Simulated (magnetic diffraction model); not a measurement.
**Which magnetic order? Y3TmMn8**

Space group Cm (no. 8), a = 8.8910 Å, b = 5.3680 Å, c = 8.4690 Å, β = 93.65°.

```
site  atom       x       y       z
  2a    Tm  0.6742       0  0.5558
  2a     Y  0.6622       0  0.9409
  2a     Y  0.3303       0  0.0636
  2a     Y  0.3335       0  0.4345
  4b    Mn  0.5837  0.7469  0.2428
  2a    Mn  0.8332       0  0.2536
  4b    Mn  0.4107  0.2658  0.7573
  2a    Mn  0.1678       0  0.7486
  2a    Mn  0.9993       0  0.0054
  2a    Mn  0.0054       0  0.4995
```

This is a made-up structure (elements placed in a structure type, unrelaxed), so the numbers test the method and describe no known phase.

Only Tm is taken to order (form factors of Tm3+); orders and moment sizes are assumed, and not adapted to the symmetry. Radiation: neutrons of λ = 1.8 Å, 8° to 35°; isotropic B of 0.29 Å² (Tm), 0.45 Å² (Y) and 0.39 Å² (Mn). The intensities are simulated: I ∝ L Σ (|F_N|² + |F_M⊥|²) for unpolarised neutrons, with F_M = 2.695 fm/μB × Σ f(s) S exp(2πi Q·r) exp(−B s²) at Q = H ± k (one set where k and −k are equivalent), only the part normal to Q counting and L = 1/(sin²θ cos θ). For collinear order S is the moment m, which repeats by lattice and centring translations R with the sign exp(−2πi k·R). Form factors are spin-only for 3d ions and dipole or tabulated for f ions, scattering lengths are Sears's of 1992, and absorption is left out. A label names one of the reflections at its angle. The strongest nuclear line in the range is 100, and lines under 0.2 are left out.

Above the ordering temperature:

```
2θ (°)     index      I
 22.60   (1 1 0)  100.0
 23.41   (2 0 0)   44.4
 24.59   (0 0 2)   79.0
 25.41  (1 1 -1)   25.8
 25.77  (2 0 -1)   15.0
 26.13   (1 1 1)   28.4
 27.19   (2 0 1)   13.1
 33.07  (1 1 -2)   12.5
 33.07  (2 0 -2)   10.4
 34.21   (1 1 2)   11.9
```

Below it (cell unchanged):

```tsv
2θ (°)	I
11.64	43.8
16.36	21.9
17.45	19.1
22.60	100.0
22.91	6.2
23.41	44.4
24.59	79.0
25.41	25.8
25.77	15.0
26.13	28.4
26.59	7.9
27.19	13.1
27.97	7.1
30.52	7.0
31.45	6.8
32.40	6.6
33.07	12.5
33.07	10.4
33.56	6.3
34.21	11.9
```

**Question.** Find the propagation vector, then choose among these models:
A. collinear moments along [101], 4.9 μB on Tm
B. collinear moments along [111], 4.9 μB on Tm
C. collinear moments along [010], 4.9 μB on Tm

The new lines index as (1 0 0) at 11.64°, (1 0 -1) at 16.36°, (1 0 1) at 17.45° and (0 1 1) at 22.91°, that is as H ± k with k = (1 0 0). The indices are whole but break the lattice centring, so the moments reverse under a centring translation, those with k·t a half-integer.

Magnetic intensity, observed (below minus above) and for each model:

| 2θ (°) | index | observed | A | B | C |
| --- | --- | --- | --- | --- | --- |
| 11.64 | (1 0 0) | 43.8 | 19.4 | 23.5 | 43.8 |
| 17.45 | (1 0 1) | 19.1 | <0.2 | 3.3 | 19.1 |
| 19.30 | (0 1 0) | <0.2 | 15.5 | 12.9 | <0.2 |
| 22.91 | (0 1 1) | 6.2 | 18.5 | 16.4 | 6.2 |
| 27.97 | (1 0 2) | 7.1 | 0.8 | 1.9 | 7.1 |
| 30.52 | (2 1 0) | 7.0 | 7.8 | 7.7 | 7.0 |
| 32.40 | (2 1 -1) | 6.6 | 9.5 | 9.0 | 6.6 |
| 33.56 | (2 1 1) | 6.3 | 3.6 | 4.1 | 6.3 |

Model C matches.

The absence at (0 1 0) is telling: Q lies along the moments there, so the part normal to Q vanishes.

The structure used: k = (1 0 0), collinear moments along [010], 4.9 μB on Tm.

[Logs are printed without paths, hosts, clocks, repeated set-up lines and the standing remarks that a program may print on its own settings, such as how far it seeks lower states.]
